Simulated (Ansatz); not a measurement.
# TiO2 (Imma): how G0W0 depends on its starting point, part 2 of 2

One-shot GW is not self-consistent; how far does the start matter for TiO2 (Imma)?

Ansatz 0.2.0; G0W0 on several functionals, plane waves, PAW. Known limits of the many-body steps: not at the basis limit.

So far. Step 3 (G0W0 on r2SCAN): Against the run with 4×4×4 mesh, 291 empty bands, screening to 100 eV, PAW set soft_1 files on LDA, the gap moves by −0.09 eV, while the start moved by +0.41 eV. Step 4 (G0W0 on HSE06): Against the run with 4×4×4 mesh, 291 empty bands, screening to 100 eV, PAW set soft_1 files on r2SCAN, the gap moves by +0.37 eV, while the start moved by +1.15 eV.

In doubt: masses and optical values from hybrid runs of this build are listed as unsure (steps 4, 5, 6), which bears on the screening that GW takes from such a start.

## (5) G0W0 on PBE0

This step: G0W0 on PBE0, plane waves, PAW; PAW set soft_1.

Contents of input.yaml:

```yaml
crystal:
  lattice:
    - [-2.97316, 3.287369, 3.287402]
    - [2.97316, -3.287369, 3.287402]
    - [2.97316, 3.287369, -3.287402]
  atoms:
    - { symbol: Ti, position: [0.504755, 0.754755, 0.75] }
    - { symbol: Ti, position: [0.495245, 0.245245, 0.25] }
    - { symbol: Ti, position: [0.0, 0.0, 0.5] }
    - { symbol: Ti, position: [0.0, 0.5, 0.0] }
    - { symbol: O, position: [0.304919, 0.30477, 0.499851] }
    - { symbol: O, position: [0.195484, 0.250383, 0.945101] }
    - { symbol: O, position: [0.304919, 0.805068, 0.000149] }
    - { symbol: O, position: [0.805282, 0.250383, 0.554899] }
    - { symbol: O, position: [0.194718, 0.749617, 0.445101] }
    - { symbol: O, position: [0.804516, 0.749617, 0.054899] }
    - { symbol: O, position: [0.695081, 0.194932, 0.999851] }
    - { symbol: O, position: [0.695081, 0.69523, 0.500149] }
kpoints:
  mp_grid: { grid: [4, 4, 4] }
hamiltonian:
  xc: pbe0
  pseudopotentials: { kind: paw, azcp: { folder: soft_1 } }
scf:
  occupations: { method: fixed }
gw:
  n_empty_bands: 291
  ecut_chi: 100
  qp_bands: [v4, c4]
  qp_kpoints: band_edges
  screening: { model: contour_deformation }
```

Command:

```sh
ansatz run input.yaml --threads 2 --pin off --max-ram 92160MiB --backend cuda --events-out ev --progress --plain --runs-dir out --devices 1 --max-vram 13GiB
```

Numbers of over 12 decimals in the logs are rounded to 6 here.

Log:

```text
GPUs: using 1 of 1 available (devices: 1).
[...]
GPU FFT provider: cuFFT
GPU libraries: cuBLAS 13.8.2, cuFFT 12.4.0, cuSOLVER 12.3.4
Crystal: 12 atoms, lattice volume = 128.523 Å³
Basis set: ecut = 420 eV, 2497 PW (Γ)
Bands: 60, of which v1, the nominal top of the filled ones, is band 48 counted from 1 (47 counted from 0)
Symmetry: 8 space group operations
[...]
k-points: 18 of 64
[...]
0    51     11.9610   -12.9119    -6.4358   -19.8858  0.7618    12.5030    12.4990  root
     0    52     12.0035   -13.0850    -6.4489   -20.0969  0.7639    12.5707    12.5665  root
[...]
17    49     11.3595   -12.9862    -6.0106   -19.5877  0.7774    11.9544    11.9503  root
    17    50     11.3676   -12.9925    -6.0081   -19.5929  0.7775    11.9640    11.9599  root
    17    51     12.0585   -13.1563    -6.5666   -20.3058  0.7630    12.6460    12.6415  root
    17    52     12.0600   -13.1588    -6.5594   -20.3005  0.7631    12.6469    12.6423  root
[key lines of the parts left out:]
Free energy (F): -14553.167496 eV
Fermi energy:    7.269811 eV
```

The job ended after 1.8 min (1 × NVIDIA H100 80GB HBM3 (shared by 6 runs) with 2 threads of AMD EPYC 7R13 (Zen 3), shared host; peak memory 2.4 GiB).

Numbers from this step:

```
bands summed                                 : 339
RPA ε∞ on this mesh (eigenvalues)            : 4.587, 4.592, 5.370
plane waves in the screening matrix          : 297
G0W0 gap on the mesh                         : 3.781 eV
k of the valence top                         : 0, 0, 0
k of the conduction bottom                   : 0, -0.5, -0.5
starting gap on the mesh                     : 4.077 eV
least direct G0W0 gap on the computed points : 3.817 eV
```

Against the run with 4×4×4 mesh, 291 empty bands, screening to 100 eV, PAW set soft_1 files on HSE06, the gap moves by +0.28 eV, while the start moved by +0.76 eV.

## (6) G0W0 on Hartree-Fock

This step: G0W0 on Hartree-Fock, plane waves, PAW; PAW set soft_1.

input.yaml: that of step 5 with these lines changed.

```diff
@@ -21,3 +21,3 @@
 hamiltonian:
-  xc: pbe0
+  xc: hf
   pseudopotentials: { kind: paw, azcp: { folder: soft_1 } }
```

Log:

```text
GPUs: using 1 of 1 available (devices: 1).
[...]
GPU FFT provider: cuFFT
GPU libraries: cuBLAS 13.8.2, cuFFT 12.4.0, cuSOLVER 12.3.4
Crystal: 12 atoms, lattice volume = 128.523 Å³
Basis set: ecut = 420 eV, 2497 PW (Γ)
Bands: 60, of which v1, the nominal top of the filled ones, is band 48 counted from 1 (47 counted from 0)
Symmetry: 8 space group operations
[...]
k-points: 18 of 64
[...]
0    51     17.3577   -11.3722    -4.3254   -11.3777  0.8750    13.0970    13.0378  root
     0    52     17.3866   -11.2465    -4.4129   -11.2514  0.8734    13.0419    12.9787  root
[...]
17    49     16.3941   -11.4941    -4.0834   -11.5026  0.8819    12.3664    12.3192  root
    17    50     16.4017   -11.5003    -4.0824   -11.5088  0.8819    12.3750    12.3279  root
    17    51     17.4663   -11.7955    -4.3793   -11.8013  0.8740    13.1537    13.0928  root
    17    52     17.4673   -11.8038    -4.3815   -11.8097  0.8740    13.1526    13.0917  root
[key lines of the parts left out:]
Free energy (F): -14394.175905 eV
Fermi energy:    4.038819 eV
```

The job ended after 1.7 min (1 × NVIDIA H100 80GB HBM3 (shared by 6 runs) with 2 threads; peak memory 2.5 GiB; 2.2 min of CPU time).

This step gave:

| Quantity | Value |
| --- | --- |
| bands summed | 339 |
| RPA ε∞ on this mesh (eigenvalues) | 2.365, 2.365, 2.574 |
| plane waves in the screening matrix | 297 |
| G0W0 gap on the mesh | 4.905 eV |
| k of the valence top | 0, 0, 0 |
| k of the conduction bottom | 0, 0, 0 |
| starting gap on the mesh | 12.36 eV |
| least direct G0W0 gap on the computed points | 4.905 eV |

Against the run with 4×4×4 mesh, 291 empty bands, screening to 100 eV, PAW set soft_1 files on PBE0, the gap moves by +1.12 eV, while the start moved by +8.28 eV.

## (7) The starts together

All on the 4×4×4 mesh with 291 empty bands and screening to 100 eV. Times are wall times on 1 × NVIDIA H100 80GB HBM3 (shared by 6 runs) with 2 threads of AMD EPYC 7R13 (Zen 3), shared host, good to a factor of about two.

```csv
start,starting gap (eV),shift (eV),G0W0 gap (eV),RPA ε∞ (harmonic mean),"Z (valence, conduction)",time
LDA,1.76,+1.45,3.21,8.00,"0.70, 0.71",49 s
r2SCAN,2.17,+0.96,3.13,6.73,"0.72, 0.72",43 s
HSE06,3.32,+0.18,3.50,5.25,"0.75, 0.76",2 min
PBE0,4.08,−0.30,3.78,4.82,"0.77, 0.77",1.8 min
Hartree-Fock,12.36,−7.45,4.91,2.43,"0.87, 0.88",1.7 min
```

The parts of the quasiparticle energy at the two band edges (eV; QP = start + Σx + Σc − Vxc):

```
   run               edge  start      Σx     Σc     Vxc     Z     QP
   LDA        valence top   8.24  -25.85   4.60  -21.37  0.70   8.35
   LDA  conduction bottom  10.03  -13.08  -6.89  -21.50  0.71  11.57
r2SCAN        valence top   8.29  -26.09   4.66  -21.68  0.72   8.53
r2SCAN  conduction bottom  10.51  -12.97  -6.76  -20.87  0.72  11.65
 HSE06        valence top   7.67  -26.24   4.48  -22.33  0.75   8.24
 HSE06  conduction bottom  11.03  -12.43  -6.29  -19.43  0.76  11.74
  PBE0        valence top   7.27  -26.25   4.35  -22.74  0.77   8.11
  PBE0  conduction bottom  11.39  -12.41  -6.12  -19.04  0.77  11.89
```

For a hybrid start, Vxc holds its share of exact exchange. Where G0W0 reorders the edges (LDA, r2SCAN, HSE06 and PBE0), the two states listed lie further apart at the start than the starting gap.

## (8) What came out

```json
{
 "G0W0@LDA": "3.21 eV (start 1.76 eV)",
 "G0W0@r2SCAN": "3.13 eV (start 2.17 eV)",
 "G0W0@HSE06": "3.50 eV (start 3.32 eV)",
 "G0W0@PBE0": "3.78 eV (start 4.08 eV)",
 "G0W0@Hartree-Fock": "4.91 eV (start 12.36 eV)",
 "known limits": "not at the basis limit"
}
```

**Reading.** The starting gaps span 10.60 eV and the G0W0 gaps 1.78 eV. Between LDA and Hartree-Fock, 1.69 eV of the 10.60 eV survives, 16 %. The order is not kept throughout: r2SCAN starts 0.41 eV above LDA and ends 0.09 eV below it, so orbitals matter beside the gap. Hartree-Fock screens less than LDA (ε∞ 2.43 against 8.00). Of the 1.69 eV by which its G0W0 gap is higher, the correlation part gives +3.96 eV, and exchange with the one-particle terms, which follow the orbitals, −2.27 eV. On PBE0 and Hartree-Fock the correction is negative: that start lies above its own G0W0 value. The smallest correction, +0.18 eV, is on HSE06, the start nearest to reproducing itself. Bands and cutoff are finite, so the gap is not at the basis limit. The miss can reach some tenths of an eV and take either sign; the mesh is an error of its own.

[Paths, hosts, dates, memory and timing lines, banners, echoed tables and standing remarks are left out of the program output.]

[Logs are printed without paths, hosts, clocks, repeated set-up lines and the standing remarks that a program may print on its own settings, such as how far it seeks lower states.]

[Runs of the session that timed out or met a known fault of the program may be left out.]

[Cells called generated may have been cut or substituted from an entry of the Crystallography Open Database or the Materials Project.]

[Hosts, paths, dates, database ids (printed as entryN), source tags and the programs' standing remarks are cut or masked in the printed files.]
